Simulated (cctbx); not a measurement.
## Diagnosing a refinement

Cell a = 8.1520 Å, b = 8.1520 Å, c = 6.8390 Å, α = 90.00°, β = 90.00°, γ = 120.00°; space group P6_3/mcm (no. 193).

Simulated single-crystal data (cctbx): Mo Kα, λ = 0.71073 Å, to d = 0.77 Å, 50 % of the full sphere, strongest reflection 40000 counts, noise from counting, a 3 % proportional error and a noise floor of 15 counts (s.d.); no absorption.

An anisotropic refinement with weights 1/σ² prints:

```text
Rint 0.024, 44 unique reflections to 1.31 A
cycle     R1     wR2    GooF  max shift (A)
   1  0.0063  0.0164   1.247   0.00059
   2  0.0049  0.0102   0.775   0.00000
final R1 0.0049 wR2 0.0102 GooF 0.775  parameters 12  data/parameter 3.7
atom        x        y        z      Ueq    occ   su(xyz)  su(Uiso or U11)
La1    0.59627  0.59627  0.75000   0.0060  1.000  0.00005  0.0003
S1     0.33333  0.66667  0.00000   0.0136  1.000  0.00000  0.0009
S2     0.24708  0.24708  0.75000   0.0099  1.000  0.00021  0.0008
Be1    0.00000  0.00000  0.00000   0.0216  1.000  0.00000  0.0073
difference map: max 0.18 min -0.13 rms 0.04
Q1    0.0000  0.3879  0.2500    6    0.19  1.15 A from S2
Q2    0.3333  0.6667  0.2500    4    0.14  1.71 A from S1
Q3    0.0000  0.0000  0.2500    2    0.12  1.71 A from Be1
Q4    0.0000  0.3231  0.5332   12    0.10  1.62 A from La1
Q5    0.0000  0.1345  0.6455   12    0.10  1.48 A from Be1
Q6    0.3333  0.6667  0.0000    4    0.07  0.00 A from S1
```

**Question.** Can this result stand? If not, what is the likely fault?

Mend it. The fault: data cut at low resolution. Against the right model at the same level, R1 goes from 0.0065 to 0.0049 and GooF from 0.89 to 0.78. The atoms are right, but there are too few data for the parameters: R1 flatters and the s.u.s grow. Data per parameter fall from 15.4 to 3.7.

The compound is La3BeS5. The right model at the same level gives:

```text
Rint 0.027, 185 unique reflections to 0.77 A
cycle     R1     wR2    GooF  max shift (A)
   1  0.0107  0.0259   1.623   0.00021
   2  0.0065  0.0141   0.886   0.00000
final R1 0.0065 wR2 0.0141 GooF 0.886  parameters 12  data/parameter 15.4
atom        x        y        z      Ueq    occ   su(xyz)  su(Uiso or U11)
La1    0.59633  0.59633  0.75000   0.0063  1.000  0.00002  0.0001
S1     0.33333  0.66667  0.00000   0.0126  1.000  0.00000  0.0002
S2     0.24702  0.24702  0.75000   0.0096  1.000  0.00009  0.0002
Be1    0.00000  0.00000  0.00000   0.0201  1.000  0.00000  0.0020
difference map: max 0.42 min -0.31 rms 0.10
Q1    0.0000  0.4824  0.2500    6    0.43  0.93 A from La1
Q2    0.0000  0.0861  0.6638   12    0.40  1.32 A from Be1
Q3    0.3333  0.6667  0.2500    4    0.32  1.71 A from S1
Q4    0.1648  0.5421  0.5899   24    0.29  1.38 A from S1
Q5    0.1011  0.3916  0.5817   24    0.28  1.45 A from La1
Q6    0.0000  0.3858  0.2500    6    0.26  1.13 A from S2
```

The model was made for the exercise: a known structure type with other elements put in, its volume estimated, not relaxed; displacement parameters are assumed.

[Middle refinement cycles are left out of these outputs.]

[Logs are printed without paths, hosts, clocks, repeated set-up lines and the standing remarks that a program may print on its own settings, such as how far it seeks lower states.]
